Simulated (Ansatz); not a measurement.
**InGa2 (built on the sites of a database entry of YGa2): the cell at rest**

Task: relax InGa2 (built on the sites of a database entry of YGa2) tightly.

Calculated with Ansatz 0.2.0; DFT PBEsol, scalar-relativistic, plane waves, PAW.

The structure was built from a prototype and need not be the compound's stable phase.

## 1. Set-up

The structure is hexagonal, space group P6/mmm (No. 191). The conventional cell has a = 3.711 Å, b = 3.711 Å, c = 3.618 Å, α = 90.00°, β = 90.00°, γ = 120.00°. In has 12 Ga at 2.80 Å nearest. Ga has 3 Ga at 2.14 Å and 6 In at 2.80 Å nearest. Farther neighbours are not listed.

## 2. Probe on a coarse mesh

First a cheap look: the gap decides the mesh and the occupations, the pressure tells how far the cell has to move.

The input, input.yaml:

```yaml
crystal:
  lattice:
    - [3.71088, 0.0, 0.0]
    - [-1.85544, 3.21371, 0.0]
    - [0.0, 0.0, 3.6176]
  atoms:
    - { symbol: In, position: [0.0, 0.0, 0.0] }
    - { symbol: Ga, position: [0.3333333333, 0.6666666667, 0.5] }
    - { symbol: Ga, position: [0.6666666667, 0.3333333333, 0.5] }
kpoints:
  mp_grid: { grid: [6, 6, 6] }
hamiltonian:
  xc: pbesol
scf:
  occupations: { method: gaussian, width: 0.1 }
output:
  forces: true
  stress: true
  eigenvalues: true
```

The run is started by

```
ansatz run input.yaml --threads 8 --pin off --max-ram 14336MiB --backend cpu --events-out ev --progress --plain --runs-dir out
```

Numbers of over 12 decimals in the logs are rounded to 6 here.

What it wrote:

```text
Engine: ansatz 0.2.0, x86_64-unknown-linux-gnu
Pseudopotentials: kind: paw
Pseudopotential: In, paw, valence charge 13, recommended cutoff 420 eV (normal), In.paw.azcp
Pseudopotential: Ga, paw, valence charge 13, recommended cutoff 420 eV (normal), Ga.paw.azcp
Functional definition: PBEsol
  exchange = pbesol_x
  correlation = pbesol_c
Crystal: 3 atoms, lattice volume = 43.142 Å³
[...]
--- Band table (eV; the first three rows and the last of 28) ---
  k-point 0: bands = [... 16 lower, 13.4889, 16.4013, 16.6659, 16.6659, 17.7997, 17.7997, 19.0257, 21.4010]
  k-point 1: bands = [... 16 lower, 11.1090, 16.7588, 16.7588, 18.2210, 18.2210, 19.0046, 19.2896, 21.8718]
  k-point 2: bands = [... 16 lower, 8.3027, 16.9641, 16.9641, 19.4459, 19.4459, 20.0926, 20.9864, 23.4284]
  k-point 27: bands = [... 16 lower, 9.5275, 9.9516, 12.2238, 12.4507, 12.4507, 23.7597, 25.1566, 25.1566]
[key lines of the parts left out:]
SCF converged after 6 iterations
Free energy (F): -13008.785775 eV
Fermi energy:    16.648114 eV
P = ⅓ Tr σ = 59.4320 GPa (594.320 kbar)
```

The job ended after 0.65 s (8 threads of AMD EPYC 7R13 (Zen 3), shared host; peak memory 0.41 GiB; 2.8 s of CPU time).

This step gave:

- pressure: 59.43 GPa
- volume per atom: 14.38 Å³
- gap on the k-mesh: 0 eV

The coarse mesh shows no gap and a pressure of 59.4 GPa.

## 3. Rough relaxation

A rough relaxation comes first, because large forces or stress need no tight tolerances yet.

Edit input.yaml of step 2 so:

```diff
@@ -19 +19,6 @@
   eigenvalues: true
+relax:
+  adjacent_minimum: "off"
+  f_tol: 0.05
+  max_steps: 80
+  cell: { stress_tol: 0.5 }
```

What it wrote:

```text
[...]
Crystal: 3 atoms, lattice volume = 43.142 Å³
Basis set: ecut = 420 eV, 877 PW (Γ), exchange–correlation on 50×50×50 points (8 copies of the dense FFT grid, shifted against one another)
Bands: 24, of which v1, the nominal top of the filled ones, is band 20 counted from 1 (19 counted from 0)
Symmetry: 24 space group operations
[...]
k-points: 28 of 216
[...]
F+E_penalty+E_count = -13011.61531849 eV   max|allowed force component| = 1.018e-16 eV/Å   (the final SCF, on the basis selected at the relaxed cell)
  cell:  # Å, volume = 63.4947 Å³
    - [4.365239, 0, 0.0]
    - [-2.182619, 3.780408, 0.0]
    - [0.0, 0.0, 3.847608]
  atoms:
    - { symbol: In, position: [0, 0, 0.0] }
    - { symbol: Ga, position: [0.333333, 0.666667, 0.5] }
    - { symbol: Ga, position: [0.666667, 0.333333, 0.5] }
[key lines of the parts left out:]
SCF converged after 4 iterations
Free energy (F): -13011.615318 eV
Fermi energy:    9.943229 eV
P = ⅓ Tr σ = 0.0610 GPa (0.610 kbar)
```

It took 4.7 s on 8 threads; peak memory 0.48 GiB; 27 s of CPU time.

Relaxation path:

```
step  energy less that of the first step (eV)  largest force component (eV/Å)  pressure (GPa)  volume (Å³)
   1                                   0.0000                          0.0000           59.43        43.14
   2                                  -1.6560                          0.0000           29.19        49.15
   3                                  -2.4594                          0.0000           12.18        55.16
   4                                  -2.7314                          0.0000            1.99        60.23
   5                                  -2.7407                          0.0000            0.05        61.25
  6*                                  -2.8131                          0.0000            2.23        61.25
   7                                  -2.8270                          0.0000            0.78        62.70
   8                                  -2.8290                          0.0000            0.08        63.49
  9*                                  -2.8295                          0.0000            0.06        63.49
```

Relaxation steps marked * repeat the geometry before them on a plane-wave basis chosen anew for their cell, so energy and pressure can jump there.

Forces are held to the 24 operations that the run works with; a distortion that breaks them can't arise in this run.

```
     cell as run  before  after   change
           a (Å)   3.711  4.365  +17.6 %
           b (Å)   3.711  4.365  +17.6 %
           c (Å)   3.618  3.848   +6.4 %
volume (Å³/atom)   14.38  21.16  +47.2 %
```

Final coordinates:

```xyz
3
Lattice="4.3652 0.0000 0.0000 -2.1826 3.7804 0.0000 0.0000 0.0000 3.8476" Properties=species:S:1:pos:R:3 pbc="T T T"
In    0.0000    0.0000    0.0000
Ga    0.0000    2.5203    1.9238
Ga    2.1826    1.2601    1.9238
```

Numbers from this step:

| Property | Result |
| --- | --- |
| pressure | 0.06101 GPa |
| volume per atom | 21.16 Å³ |

In this step the volume went from 14.38 to 21.16 Å³/atom.

## 4. Bringing the structure to rest

Harmonic phonons are second derivatives at a point where the forces vanish, and they are wanted at zero stress, so atoms and cell are relaxed first.

input.yaml, the sections that differ from step 3:

```yaml
crystal:
  lattice:
    - [4.3652387767, 0.0, 0.0]
    - [-2.1826193883, 3.7804076742, 0.0]
    - [0.0, 0.0, 3.8476082347]
  atoms:
    - { symbol: In, position: [0.0, 0.0, 0.0] }
    - { symbol: Ga, position: [0.3333333333, 0.6666666667, 0.5] }
    - { symbol: Ga, position: [0.6666666667, 0.3333333333, 0.5] }
kpoints:
  mp_grid: { grid: [12, 12, 12] }
relax:
  adjacent_minimum: "off"
  f_tol: 0.005
  max_steps: 80
  cell: { stress_tol: 0.05 }
# hamiltonian, scf, output: as in step 3
```

What it wrote:

```text
[...]
Crystal: 3 atoms, lattice volume = 63.495 Å³
Basis set: ecut = 420 eV, 1243 PW (Γ), exchange–correlation on 60×60×54 points (8 copies of the dense FFT grid, shifted against one another)
Bands: 24, of which v1, the nominal top of the filled ones, is band 20 counted from 1 (19 counted from 0)
Symmetry: 24 space group operations
[...]
k-points: 133 of 1728
[...]
SCF iter   1: F=—  HF=-13011.605599 eV  |F-HF|=—  |Δ(HF+E_count)|=         —  Δρ=2.58e-3  dr2=4.40e-3  ethr=1.77e-3  ⟨swp⟩=5.5  Hψ=13132  notcnv=0
[...]
SCF iter   7: F=-13011.601780 eV  HF=-13011.601780 eV  |F-HF|=2.26e-8  |Δ(HF+E_count)|=   2.39e-7  Δρ=5.80e-6  dr2=3.42e-8  ethr=2.56e-10  ⟨swp⟩=4.4  Hψ=13484  notcnv=0
SCF 1 converged in 7 iterations: F = -13011.601780 eV  dr2 = 3.42e-8
[...]
relax step   1: F+E_penalty+E_count = -13011.60178012 eV  Δ(F+E_penalty+E_count) = +0.000e0 eV  max|allowed force component| = 2.467e-17 eV/Å  Δτ_max = 0.0000 Å  P = +0.539 GPa  Ω = 63.495 Å³  (7 SCF iters, dr2 threshold 1.00e-7 eV, accepted)
Crystal: 3 atoms, lattice volume = 64.087 Å³
Basis set: ecut = 420 eV, 1279 PW (Γ), exchange–correlation on 60×60×54 points (8 copies of the dense FFT grid, shifted against one another)
[...]
SCF iter   5: F=-13011.602684 eV  HF=-13011.602684 eV  |F-HF|=1.71e-8  |Δ(HF+E_count)|=   4.40e-8  Δρ=7.63e-6  dr2=3.61e-8  ethr=7.69e-10  ⟨swp⟩=4.5  Hψ=10904  notcnv=0
SCF 2 converged in 5 iterations: F = -13011.602684 eV  dr2 = 3.61e-8
relax step   2: F+E_penalty+E_count = -13011.60268351 eV  Δ(F+E_penalty+E_count) = -9.034e-4 eV  max|allowed force component| = 6.476e-17 eV/Å  Δτ_max = 0.0000 Å  P = +0.070 GPa  Ω = 64.087 Å³  energy of the carried Pulay correction = -1.449e-4 eV  (5 SCF iters, dr2 threshold 3.00e-7 eV, accepted)
Crystal: 3 atoms, lattice volume = 64.152 Å³
[...]
SCF iter   4: F=-13011.602707 eV  HF=-13011.602707 eV  |F-HF|=6.64e-9  |Δ(HF+E_count)|=   1.38e-7  Δρ=4.26e-6  dr2=1.38e-8  ethr=6.82e-11  ⟨swp⟩=3.2  Hψ=13991  notcnv=0
SCF 3 converged in 4 iterations: F = -13011.602707 eV  dr2 = 1.38e-8
relax step   3: F+E_penalty+E_count = -13011.60270684 eV  Δ(F+E_penalty+E_count) = -2.333e-5 eV  max|allowed force component| = 3.701e-17 eV/Å  Δτ_max = 0.0000 Å  P = +0.011 GPa  Ω = 64.152 Å³  energy of the carried Pulay correction = -1.602e-4 eV  (4 SCF iters, dr2 threshold 2.66e-8 eV, accepted)
[... from here on, the SCF cycles and remarks between the steps are left out ...]
relax step   4: F+E_penalty+E_count = -13011.60274549 eV  Δ(F+E_penalty+E_count) = -3.865e-5 eV  max|allowed force component| = 9.252e-17 eV/Å  Δτ_max = 0.0000 Å  P = -0.027 GPa  Ω = 64.175 Å³  energy of the carried Pulay correction = -1.647e-4 eV  (8 SCF iters, accepted)
relax step   5: F+E_penalty+E_count = -13011.60284872 eV  Δ(F+E_penalty+E_count) = -1.032e-4 eV  max|allowed force component| = 3.701e-17 eV/Å  Δτ_max = 0.0000 Å  P = -0.004 GPa  Ω = 64.093 Å³  energy of the carried Pulay correction = -1.427e-4 eV  (5 SCF iters, dr2 threshold 8.80e-9 eV, accepted)
relax step   6: F+E_penalty+E_count = -13011.60301387 eV  Δ(F+E_penalty+E_count) = -1.651e-4 eV  max|allowed force component| = 3.084e-17 eV/Å  Δτ_max = 0.0000 Å  P = -0.028 GPa  Ω = 64.071 Å³  energy of the carried Pulay correction = -1.349e-4 eV  (8 SCF iters, accepted)
relax step   7: F+E_penalty+E_count = -13011.60381061 eV  Δ(F+E_penalty+E_count) = -7.967e-4 eV  max|allowed force component| = 4.934e-17 eV/Å  Δτ_max = 0.0000 Å  P = -0.070 GPa  Ω = 63.999 Å³  energy of the carried Pulay correction = -1.119e-4 eV  (6 SCF iters, dr2 threshold 3.56e-8 eV, accepted)
relax step   8: F+E_penalty+E_count = -13011.60607352 eV  Δ(F+E_penalty+E_count) = -2.263e-3 eV  max|allowed force component| = 4.318e-17 eV/Å  Δτ_max = 0.0000 Å  P = -0.057 GPa  Ω = 63.734 Å³  energy of the carried Pulay correction = -3.357e-5 eV  (6 SCF iters, dr2 threshold 1.22e-7 eV, accepted)
relax step   9: F+E_penalty+E_count = -13011.61293279 eV  Δ(F+E_penalty+E_count) = -6.859e-3 eV  max|allowed force component| = 3.084e-18 eV/Å  Δτ_max = 0.0000 Å  P = +0.139 GPa  Ω = 63.282 Å³  energy of the carried Pulay correction = +9.442e-5 eV  (7 SCF iters, dr2 threshold 4.77e-8 eV, accepted)
relax step  10: F+E_penalty+E_count = -13011.63481684 eV  Δ(F+E_penalty+E_count) = -2.188e-2 eV  max|allowed force component| = 3.084e-17 eV/Å  Δτ_max = 0.0000 Å  P = +0.156 GPa  Ω = 62.568 Å³  energy of the carried Pulay correction = +2.982e-4 eV  (7 SCF iters, dr2 threshold 3.00e-7 eV, accepted)
relax step  11: F+E_penalty+E_count = -13011.64889726 eV  Δ(F+E_penalty+E_count) = -1.408e-2 eV  max|allowed force component| = 2.467e-17 eV/Å  Δτ_max = 0.0000 Å  P = +0.286 GPa  Ω = 61.717 Å³  energy of the carried Pulay correction = +5.383e-4 eV  (6 SCF iters, dr2 threshold 3.00e-7 eV, accepted)
relax step  12: F+E_penalty+E_count = -13011.64797933 eV  Δ(F+E_penalty+E_count) = +9.179e-4 eV  max|allowed force component| = 2.313e-17 eV/Å  Δτ_max = 0.0000 Å  P = -0.471 GPa  Ω = 62.602 Å³  energy of the carried Pulay correction = +3.186e-4 eV  (5 SCF iters, dr2 threshold 3.00e-7 eV, rejected (line search))
relax step  13: F+E_penalty+E_count = -13011.64926216 eV  Δ(F+E_penalty+E_count) = -3.649e-4 eV  max|allowed force component| = 2.197e-17 eV/Å  Δτ_max = 0.0000 Å  P = +0.093 GPa  Ω = 61.960 Å³  energy of the carried Pulay correction = +4.764e-4 eV  (8 SCF iters, accepted)
relax step  14: F+E_penalty+E_count = -13011.64931756 eV  Δ(F+E_penalty+E_count) = -5.540e-5 eV  max|allowed force component| = 2.467e-17 eV/Å  Δτ_max = 0.0000 Å  P = +0.002 GPa  Ω = 62.091 Å³  energy of the carried Pulay correction = +4.425e-4 eV  (4 SCF iters, dr2 threshold 7.55e-8 eV, accepted)
relax step  15: F+E_penalty+E_count = -13011.65007861 eV  Δ(F+E_penalty+E_count) = -7.611e-4 eV  max|allowed force component| = 1.927e-17 eV/Å  Δτ_max = 0.0000 Å  P = +0.034 GPa  Ω = 62.091 Å³  stress off target by 6.54e-2 GPa  SCF on the basis re-selected at this cell (its energy is not comparable with the rows above)  (7 SCF iters)
relax step  16: F+E_penalty+E_count = -13011.65010343 eV  Δ(F+E_penalty+E_count) = -2.482e-5 eV  max|allowed force component| = 8.481e-18 eV/Å  Δτ_max = 0.0000 Å  P = +0.009 GPa  Ω = 62.110 Å³  energy of the carried Pulay correction = -4.244e-6 eV  (4 SCF iters, dr2 threshold 1.07e-8 eV, accepted)
[...]
SCF iter   6: F=-13011.650107 eV  HF=-13011.650107 eV  |F-HF|=1.82e-12  |Δ(HF+E_count)|=  4.18e-11  Δρ=1.07e-7  dr2=5.43e-12  ethr=1.00e-12  ⟨swp⟩=5.4  Hψ=14407  notcnv=0
SCF 17 converged in 6 iterations: F = -13011.650107 eV  dr2 = 5.43e-12
relax step  17: F+E_penalty+E_count = -13011.65010721 eV  Δ(F+E_penalty+E_count) = -3.776e-6 eV  max|allowed force component| = 8.481e-18 eV/Å  Δτ_max = 0.0000 Å  P = +0.008 GPa  Ω = 62.110 Å³  stress off target by 1.29e-2 GPa  SCF on the basis re-selected at this cell (its energy is not comparable with the rows above)  (6 SCF iters)
[...]
SCF converged after 6 iterations
Free energy (F): -13011.650107 eV
[...]
Internal energy: -13011.644551 eV  (E = F + TS)
E sigma→0 (E₀):  -13011.647329 eV
Entropy (-TS):   -0.005557 eV (-1.852 meV/atom)
Fermi energy:    10.178985 eV
[...]
--- Stress (GPa, compression-positive) ---
        0.012941      -0.000000       0.000000
       -0.000000       0.012941       0.000000
        0.000000       0.000000      -0.000552
  P = ⅓ Tr σ = 0.0084 GPa (0.084 kbar)
--- Band table (eV; the first three rows and the last of 133) ---
  k-point 0: bands = [... 16 lower, 7.9337, 8.6227, 9.2459, 9.2459, 9.4847, 9.4847, 13.5309, 17.1773]
  k-point 1: bands = [... 16 lower, 8.0251, 8.6454, 9.3252, 9.3252, 9.6074, 9.6074, 12.4840, 18.4568]
  k-point 2: bands = [... 16 lower, 8.2997, 8.5742, 9.5565, 9.5565, 9.9717, 9.9717, 10.9400, 17.7349]
  k-point 132: bands = [... 16 lower, 5.3012, 6.5155, 7.0148, 7.7343, 7.7343, 14.2794, 15.2739, 15.2739]
--- Relaxed structure (15 steps of the walk, 14 accepted, 2 SCFs on fresh bases) ---
[...]
cell:  # Å, volume = 62.1097 Å³
    - [4.721720, -3.122506092295063e-11, 0.0]
    - [-2.360860, 4.089130, 0.0]
    - [0.0, 0.0, 3.216834]
  atoms:
    - { symbol: In, position: [0, 0, 0.0] }
    - { symbol: Ga, position: [0.333333, 0.666667, 0.5] }
    - { symbol: Ga, position: [0.666667, 0.333333, 0.5] }
```

The job ended after 32 s (8 threads; peak memory 0.61 GiB; 3.9 min of CPU time).

The steps of the relaxation:

```
step  energy less that of the first step (eV)  largest force component (eV/Å)  pressure (GPa)  volume (Å³)
   1                                   0.0000                          0.0000            0.54        63.49
   2                                  -0.0009                          0.0000            0.07        64.09
   3                                  -0.0009                          0.0000            0.01        64.15
   4                                  -0.0010                          0.0000           -0.03        64.17
   5                                  -0.0011                          0.0000            0.00        64.09
   6                                  -0.0012                          0.0000           -0.03        64.07
   7                                  -0.0020                          0.0000           -0.07        64.00
   8                                  -0.0043                          0.0000           -0.06        63.73
   9                                  -0.0112                          0.0000            0.14        63.28
  10                                  -0.0330                          0.0000            0.16        62.57
  11                                  -0.0471                          0.0000            0.29        61.72
  12                                  -0.0462                          0.0000           -0.47        62.60
  13                                  -0.0475                          0.0000            0.09        61.96
  14                                  -0.0475                          0.0000            0.00        62.09
 15*                                  -0.0483                          0.0000            0.03        62.09
  16                                  -0.0483                          0.0000            0.01        62.11
 17*                                  -0.0483                          0.0000            0.01        62.11
```

Relaxation steps marked * repeat the geometry before them on a plane-wave basis chosen anew for their cell, so energy and pressure can jump there. Relaxation step 12 was tried and not accepted.

The run keeps the 24 symmetry operations that it works with, so distortions that break them were not tested.

```
     cell as run  before  after   change
           a (Å)   4.365  4.722   +8.2 %
           b (Å)   4.365  4.722   +8.2 %
           c (Å)   3.848  3.217  -16.4 %
volume (Å³/atom)   21.16  20.70   -2.2 %
```

Final coordinates:

```xyz
3
Lattice="4.7217 0.0000 0.0000 -2.3609 4.0891 0.0000 0.0000 0.0000 3.2168" Properties=species:S:1:pos:R:3 pbc="T T T"
In    0.0000    0.0000    0.0000
Ga    0.0000    2.7261    1.6084
Ga    2.3609    1.3630    1.6084
```

This step gave:

```
pressure        : 0.008444 GPa
volume per atom : 20.70 Å³
```

In this step the volume went from 21.16 to 20.70 Å³/atom.

## 5. Tight relaxation

Phonons need a cell at rest on their own settings, so the relaxation is repeated with tight tolerances on forces and stress on the k mesh and occupations of the first response run.

input.yaml, the sections that differ from step 4:

```yaml
crystal:
  lattice:
    - [4.7217204909, 0.0, 0.0]
    - [-2.3608602454, 4.0891298947, 0.0]
    - [0.0, 0.0, 3.2168335663]
  atoms:
    - { symbol: In, position: [0.0, 0.0, 0.0] }
    - { symbol: Ga, position: [0.3333333333, 0.6666666667, 0.5] }
    - { symbol: Ga, position: [0.6666666667, 0.3333333333, 0.5] }
scf:
  occupations: { method: methfessel_paxton, width: 0.2 }
relax:
  adjacent_minimum: "off"
  f_tol: 0.001
  max_steps: 60
  cell: { stress_tol: 0.01 }
# kpoints, hamiltonian, output: as in step 4
```

What it wrote:

```text
[...]
Crystal: 3 atoms, lattice volume = 62.110 Å³
Basis set: ecut = 420 eV, 1217 PW (Γ), exchange–correlation on 64×64×48 points (8 copies of the dense FFT grid, shifted against one another)
Bands: 24, of which v1, the nominal top of the filled ones, is band 20 counted from 1 (19 counted from 0)
Symmetry: 24 space group operations
[...]
k-points: 133 of 1728
[...]
--- Relaxed structure (2 steps of the walk, 2 accepted, 1 SCFs on fresh bases) ---
[...]
cell:  # Å, volume = 62.1158 Å³
    - [4.722585, -2.8872879179250695e-11, 0.0]
    - [-2.361292, 4.089878, 0.0]
    - [0.0, 0.0, 3.215970]
  atoms:
    - { symbol: In, position: [0, 0, 0.0] }
    - { symbol: Ga, position: [0.333333, 0.666667, 0.500000] }
    - { symbol: Ga, position: [0.666667, 0.333333, 0.500000] }
[key lines of the parts left out:]
SCF converged after 6 iterations
Free energy (F): -13011.647519 eV
Fermi energy:    10.174176 eV
P = ⅓ Tr σ = 0.0031 GPa (0.031 kbar)
```

It took 5.5 s on 8 threads; peak memory 0.6 GiB; 38 s of CPU time.

Little changed from the start: no atom moved by 0.005 Å and no cell edge by 0.1 %.

This step gave:

```
pressure        : 0.003052 GPa
volume per atom : 20.71 Å³
```

The forces vanish by symmetry and the pressure is 0.003 GPa, within the tolerances set. The cell now holds 20.71 Å³/atom.

## 6. What came out

- space group after relaxation (within 0.01 Å): P6/mmm
- lattice constant a: 4.723 Å
- lattice constant b: 4.723 Å
- lattice constant c: 3.216 Å
- volume per atom: 20.7 Å³

The forces vanish by symmetry and the pressure is 0.003 GPa, within the tolerances set. The cell now holds 20.71 Å³/atom. The relaxation keeps the symmetry of its start, so it says nothing on stability against lower symmetry. The runs are without spin polarisation, although the cell has an odd electron count. The starting cell was built on a prototype and not taken from a measurement, so the phase need not exist.

[Logs are printed without paths, hosts, clocks, repeated set-up lines and the standing remarks that a program may print on its own settings, such as how far it seeks lower states.]

[Hosts, paths, dates, database ids (printed as entryN), source tags and the programs' standing remarks are cut or masked in the printed files.]
